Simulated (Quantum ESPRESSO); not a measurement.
# Magnetic state of CaRhO3 from several starts

Does CaRhO3 prefer parallel or opposed moments?

Program: Quantum ESPRESSO 7.5. Level of theory: PBEsol with U = 2 eV on Rh d (ortho-atomic projectors); plane waves with GBRV 1.5 PBEsol potentials, no spin-orbit coupling. Results are calculated unless marked as measured.

### Step 1. Starting point

Symmetry: Cmcm, No. 63, orthorhombic system. The conventional cell has a = 3.113 Å, b = 9.802 Å, c = 7.298 Å, α = 90.00°, β = 90.00°, γ = 90.00°. Ca has 8 O at 2.31 to 2.51 Å nearest. Nearest to Rh lie 6 O at 1.97 to 2.03 Å. Nearest to O lie 2 Rh at 1.97 Å and 2 Ca at 2.31 Å. Nearest to O lie 2 Rh at 2.03 Å and 3 Ca at 2.44 to 2.51 Å. Farther neighbours and most contacts between anions are not listed.

The cell comes from Materials Project 2023-11-01, a database of computed structures, and need not be the stable phase.

### Step 2. Run 1 (ferro ++)

The signs are those of the starting moments on the seeded atoms, the atoms that are given a moment.

Input file pw.in:

```
&CONTROL
  calculation = 'scf'
  prefix = 'pwscf'
  outdir = './tmp'
  pseudo_dir = './pseudo'
  disk_io = 'nowf'
/
&SYSTEM
  ibrav = 0
  celldm(1) = 8
  nat = 10
  ntyp = 3
  ecutwfc = 40
  ecutrho = 280
  nbnd = 58
  occupations = 'smearing'
  smearing = 'fd'
  degauss = 0.00367493
  nspin = 2
  starting_magnetization(1) = 0
  starting_magnetization(2) = 0.0667
  starting_magnetization(3) = 0
/
&ELECTRONS
  conv_thr = 2d-08
  electron_maxstep = 150
  mixing_beta = 0.3
/
ATOMIC_SPECIES
Ca     40.0780 ca_pbesol_v1.uspp.F.UPF
Rh    102.9055 rh_pbesol_v1.4.uspp.F.UPF
O      15.9990 o_pbesol_v1.2.uspp.F.UPF
CELL_PARAMETERS alat
   0.3676865892533   -1.1576842395426    0.0000000000000
   0.3676865892533    1.1576842395426    0.0000000000000
   0.0000000000000    0.0000000000000    1.7238048827838
ATOMIC_POSITIONS crystal
Ca      0.7498370300    0.2501629700    0.2500000000
Ca      0.2501629700    0.7498370300    0.7500000000
Rh      0.0000000000    0.0000000000    0.5000000000
Rh      0.0000000000    0.0000000000    0.0000000000
O       0.0755089500    0.9244910500    0.2500000000
O       0.9244910500    0.0755089500    0.7500000000
O       0.3734113300    0.6265886700    0.4478044100
O       0.6265886700    0.3734113300    0.5521955900
O       0.3734113300    0.6265886700    0.0521955900
O       0.6265886700    0.3734113300    0.9478044100
K_POINTS automatic
6 6 6 0 0 0
HUBBARD {ortho-atomic}
U Rh-4d 2.0000
```

Started as:

```console
$ OMP_NUM_THREADS=1 mpirun -n 4 pw.x -nk 4 -in pw.in > pw.out
```

Log:

```text
Program PWSCF v.7.5 starts

     Message from routine setup:
     using ibrav=0 with symmetry is DISCOURAGED, use correct ibrav instead

     K-points division:     npool     =       4
     Subspace diagonalization in iterative solution of the eigenvalue problem:

     G-vector sticks info
     --------------------
     sticks:   dense  smooth     PW     G-vecs:    dense   smooth      PW
     Sum        1211     691    235                59387    25645    5151

     Using Slab Decomposition

     bravais-lattice index     =            0
     lattice parameter (alat)  =       8.0000  a.u.
     unit-cell volume          =     751.3737 (a.u.)^3
     number of atoms/cell      =           10
     number of atomic types    =            3
     number of electrons       =        86.00
     number of Kohn-Sham states=           58
     kinetic-energy cutoff     =      40.0000  Ry
     charge density cutoff     =     280.0000  Ry
     scf convergence threshold =      2.0E-08
     mixing beta               =       0.3000
     number of iterations used =            8  plain     mixing
     Exchange-correlation= SLA  PW   PSX  PSC
                           (   1   4  10   8   0   0   0)
     Hubbard projectors: ortho-atomic
     Hubbard parameters of DFT+U (Dudarev formulation) in eV:
     U(Rh-4d) =  2.0000

     Internal variables: lda_plus_u =T, lda_plus_u_kind = 0

     Internal variables: orbital_resolved =F, hub_pot_fix =F, apply_U = F

     celldm(1)=   8.000000  celldm(2)=   0.000000  celldm(3)=   0.000000
     celldm(4)=   0.000000  celldm(5)=   0.000000  celldm(6)=   0.000000

     crystal axes: (cart. coord. in units of alat)
               a(1) = (   0.367687  -1.157684   0.000000 )
               a(2) = (   0.367687   1.157684   0.000000 )
               a(3) = (   0.000000   0.000000   1.723805 )

     reciprocal axes: (cart. coord. in units 2 pi/alat)
               b(1) = (  1.359854 -0.431897  0.000000 )
               b(2) = (  1.359854  0.431897 -0.000000 )
               b(3) = ( -0.000000  0.000000  0.580112 )

     PseudoPot. # 1 for Ca read from file:
     ca_pbesol_v1.uspp.F.UPF
     Pseudo is Ultrasoft + core correction, Zval = 10.0
     Generated by new atomic code, or converted to UPF format
     Using radial grid of  845 points,  6 beta functions with:
                l(1) =   0
                l(2) =   0
                l(3) =   1
                l(4) =   1
                l(5) =   2
                l(6) =   2
     Q(r) pseudized with  8 coefficients,  rinner =    1.500   1.500   1.500
                                                       1.500   1.500

     PseudoPot. # 2 for Rh read from file:
     rh_pbesol_v1.4.uspp.F.UPF
     Pseudo is Ultrasoft + core correction, Zval = 15.0
     Generated by new atomic code, or converted to UPF format
     Using radial grid of  969 points,  7 beta functions with:
                l(1) =   0
                l(2) =   0
                l(3) =   1
                l(4) =   1
                l(5) =   2
                l(6) =   2
                l(7) =   2
     Q(r) pseudized with  8 coefficients,  rinner =    1.200   1.200   1.200
                                                       1.200   1.200

     PseudoPot. # 3 for O  read from file:
     o_pbesol_v1.2.uspp.F.UPF
     Pseudo is Ultrasoft + core correction, Zval =  6.0
     Generated by new atomic code, or converted to UPF format
     Using radial grid of  737 points,  5 beta functions with:
                l(1) =   0
                l(2) =   0
                l(3) =   1
                l(4) =   1
                l(5) =   2
     Q(r) pseudized with  8 coefficients,  rinner =    0.900   0.900   0.900
                                                       0.900   0.900

     atomic species   valence    mass     pseudopotential
     Ca               10.00    40.07800     Ca( 1.00)
     Rh               15.00   102.90550     Rh( 1.00)
     O                 6.00    15.99900     O ( 1.00)

     Starting magnetic structure
     atomic species   magnetization
     Ca              0.000
     Rh              0.067
     O               0.000

      8 Sym. Ops., with inversion, found ( 4 have fractional translation)

   Cartesian axes

     site n.     atom                  positions (alat units)
         1        Ca     tau(   1) = (   0.3676866  -0.5784648   0.4309512  )
         2        Ca     tau(   2) = (   0.3676866   0.5784648   1.2928537  )
         3        Rh     tau(   3) = (   0.0000000   0.0000000   0.8619024  )
         4        Rh     tau(   4) = (   0.0000000   0.0000000   0.0000000  )
         5        O      tau(   5) = (   0.3676866   0.9828532   0.4309512  )
         6        O      tau(   6) = (   0.3676866  -0.9828532   1.2928537  )
         7        O      tau(   7) = (   0.3676866   0.2930994   0.7719274  )
         8        O      tau(   8) = (   0.3676866  -0.2930994   0.9518775  )
         9        O      tau(   9) = (   0.3676866   0.2930994   0.0899750  )
        10        O      tau(  10) = (   0.3676866  -0.2930994   1.6338299  )

     number of k points=    52  Fermi-Dirac smearing, width (Ry)=  0.0037
                       cart. coord. in units 2pi/alat
        k(    1) = (   0.0000000   0.0000000   0.0000000), wk =   0.0046296
        k(    2) = (   0.0000000   0.0000000   0.0966853), wk =   0.0092593
        k(    3) = (   0.0000000   0.0000000   0.1933707), wk =   0.0092593
        k(    4) = (   0.0000000   0.0000000  -0.2900560), wk =   0.0046296
        k(    5) = (   0.2266423   0.0719828   0.0000000), wk =   0.0185185
        [... 47 further k-points ...]

     Dense  grid:    59387 G-vectors     FFT dimensions: (  54,  54,  80)

     Smooth grid:    25645 G-vectors     FFT dimensions: (  40,  40,  60)

     Check: negative core charge=   -0.000002
     Generating pointlists ...
     new r_m :   0.2252 (alat units)  1.8018 (a.u.) for type    1
     new r_m :   0.1918 (alat units)  1.5347 (a.u.) for type    2
     new r_m :   0.1918 (alat units)  1.5347 (a.u.) for type    3

     Initial potential from superposition of free atoms

     starting charge      84.9895, renormalised to      86.0000

     negative rho (up, down):  5.855E-02 5.116E-02

     STARTING HUBBARD OCCUPATIONS:

     =================== HUBBARD OCCUPATIONS ===================
     ------------------------ ATOM    3 ------------------------
     Tr[ns(  3)] (up, down, total) =   5.00000  2.50000  7.50000
     Atomic magnetic moment for atom   3 =   2.50000
     [... lines left out ...]
     ------------------------ ATOM    4 ------------------------
     Tr[ns(  4)] (up, down, total) =   5.00000  2.50000  7.50000
     Atomic magnetic moment for atom   4 =   2.50000
     [... lines left out ...]
     Number of occupied Hubbard levels =   15.0000

     Atomic wfc used for Hubbard projectors are orthogonalized

     Starting wfcs are   68 randomized atomic wfcs

     Self-consistent Calculation

     iteration #  1     ecut=    40.00 Ry     beta= 0.30
     Davidson diagonalization with overlap
     ethr =  1.00E-02,  avg # of iterations =  2.0

     =================== HUBBARD OCCUPATIONS ===================
     ------------------------ ATOM    3 ------------------------
     Tr[ns(  3)] (up, down, total) =   3.54527  2.54083  6.08610
     Atomic magnetic moment for atom   3 =   1.00443
     [... lines left out ...]
     ------------------------ ATOM    4 ------------------------
     Tr[ns(  4)] (up, down, total) =   3.54527  2.54083  6.08610
     Atomic magnetic moment for atom   4 =   1.00443
     [... lines left out ...]
     Number of occupied Hubbard levels =   12.1722

     negative rho (up, down):  5.890E-02 5.600E-02

     total energy              =    -684.57020894 Ry
     estimated scf accuracy    <       4.13894320 Ry

     total magnetization       =     2.00 Bohr mag/cell
     absolute magnetization    =     2.26 Bohr mag/cell

     iteration #  2     ecut=    40.00 Ry     beta= 0.30
     Davidson diagonalization with overlap
     ethr =  4.81E-03,  avg # of iterations =  2.0

     negative rho (up, down):  5.849E-02 5.688E-02

     total energy              =    -685.42747650 Ry
     estimated scf accuracy    <       0.92349573 Ry

     total magnetization       =     1.63 Bohr mag/cell
     absolute magnetization    =     1.70 Bohr mag/cell

     iteration #  3     ecut=    40.00 Ry     beta= 0.30
     Davidson diagonalization with overlap
     ethr =  1.07E-03,  avg # of iterations =  2.0

     negative rho (up, down):  5.838E-02 5.887E-02

     total energy              =    -685.56621672 Ry
     estimated scf accuracy    <       0.09047515 Ry

     total magnetization       =     1.94 Bohr mag/cell
     absolute magnetization    =     2.01 Bohr mag/cell

     [... further iterations left out ...]

     iteration # 10     ecut=    40.00 Ry     beta= 0.30
     Davidson diagonalization with overlap
     ethr =  1.07E-08,  avg # of iterations =  2.0

     negative rho (up, down):  5.790E-02 6.255E-02

     total energy              =    -685.58539659 Ry
     estimated scf accuracy    <       0.00000239 Ry

     total magnetization       =     2.00 Bohr mag/cell
     absolute magnetization    =     2.05 Bohr mag/cell

     iteration # 11     ecut=    40.00 Ry     beta= 0.30
     Davidson diagonalization with overlap
     ethr =  2.78E-09,  avg # of iterations =  2.0

     negative rho (up, down):  5.790E-02 6.255E-02

     total energy              =    -685.58539688 Ry
     estimated scf accuracy    <       0.00000114 Ry

     total magnetization       =     2.00 Bohr mag/cell
     absolute magnetization    =     2.05 Bohr mag/cell

     iteration # 12     ecut=    40.00 Ry     beta= 0.30
     Davidson diagonalization with overlap
     ethr =  1.33E-09,  avg # of iterations =  2.0

     negative rho (up, down):  5.790E-02 6.255E-02

     total energy              =    -685.58539717 Ry
     estimated scf accuracy    <       0.00000005 Ry

     total magnetization       =     2.00 Bohr mag/cell
     absolute magnetization    =     2.05 Bohr mag/cell

     iteration # 13     ecut=    40.00 Ry     beta= 0.30
     Davidson diagonalization with overlap
     ethr =  5.50E-11,  avg # of iterations =  2.0

     negative rho (up, down):  5.790E-02 6.255E-02

     Magnetic moment per site  (integrated on atomic sphere of radius R)
     atom   1 (R=0.225)  charge=  7.5671  magn=  0.0051
     atom   2 (R=0.225)  charge=  7.5671  magn=  0.0051
     atom   3 (R=0.192)  charge= 10.4969  magn=  0.4400
     atom   4 (R=0.192)  charge= 10.4969  magn=  0.4400
     atom   5 (R=0.192)  charge=  5.4003  magn=  0.1762
     atom   6 (R=0.192)  charge=  5.4003  magn=  0.1762
     atom   7 (R=0.192)  charge=  5.3561  magn=  0.1122
     atom   8 (R=0.192)  charge=  5.3561  magn=  0.1122
     atom   9 (R=0.192)  charge=  5.3561  magn=  0.1122
     atom  10 (R=0.192)  charge=  5.3561  magn=  0.1122

     End of self-consistent calculation

     =================== HUBBARD OCCUPATIONS ===================
     ------------------------ ATOM    3 ------------------------
     Tr[ns(  3)] (up, down, total) =   3.92326  3.40379  7.32705
     Atomic magnetic moment for atom   3 =   0.51947
     [... lines left out ...]
     ------------------------ ATOM    4 ------------------------
     Tr[ns(  4)] (up, down, total) =   3.92326  3.40379  7.32705
     Atomic magnetic moment for atom   4 =   0.51947
     [... lines left out ...]
     Number of occupied Hubbard levels =   14.6541

     Number of k-points >= 100: set verbosity='high' to print the bands.

     the Fermi energy is    11.0926 ev

!    total energy              =    -685.58539720 Ry
     estimated scf accuracy    <          8.9E-09 Ry
     smearing contrib. (-TS)   =      -0.00177770 Ry
     internal energy E=F+TS    =    -685.58361950 Ry

     The total energy is F=E-TS. E is the sum of the following terms:
     one-electron contribution =    -182.63937855 Ry
     hartree contribution      =     145.59021910 Ry
     xc contribution           =    -126.28901406 Ry
     ewald contribution        =    -522.45346145 Ry
     Hubbard energy            =       0.20801545 Ry

     total magnetization       =     2.00 Bohr mag/cell
     absolute magnetization    =     2.05 Bohr mag/cell

     convergence has been achieved in  13 iterations

=------------------------------------------------------------------------------=
   JOB DONE.
=------------------------------------------------------------------------------=
```

Wall time 2.6 min (4 MPI ranks of Arm Neoverse V2, shared host); peak memory 0.94 GiB; 10 min of CPU time.

Spin moment in the atom's sphere by atom:

```csv
atom,spin moment in the atom's sphere (μB)
Ca1,0.005
Ca2,0.005
Rh3,0.440
Rh4,0.440
O5,0.176
O6,0.176
O7,0.112
O8,0.112
O9,0.112
O10,0.112
```

Numbers from this step:

```
smearing term TS       : 0.02419 eV
magnetization          : 1.997 μB
absolute magnetization : 2.049 μB
final state            : ferromagnetic
```

(Part 1 of 2 ends here.)

[Logs and program files are shortened in this print: banners, set-up blocks, solver, clock and traceback lines can be left out without a mark of their own.]

[Logs are printed without paths, hosts, clocks, repeated set-up lines and the standing remarks that a program may print on its own settings, such as how far it seeks lower states.]

[Hosts, paths, dates, database ids (printed as entryN), source tags and the programs' standing remarks are cut or masked in the printed files.]

[Where a cell is said to come from a database of computed structures, the database is the Materials Project.]
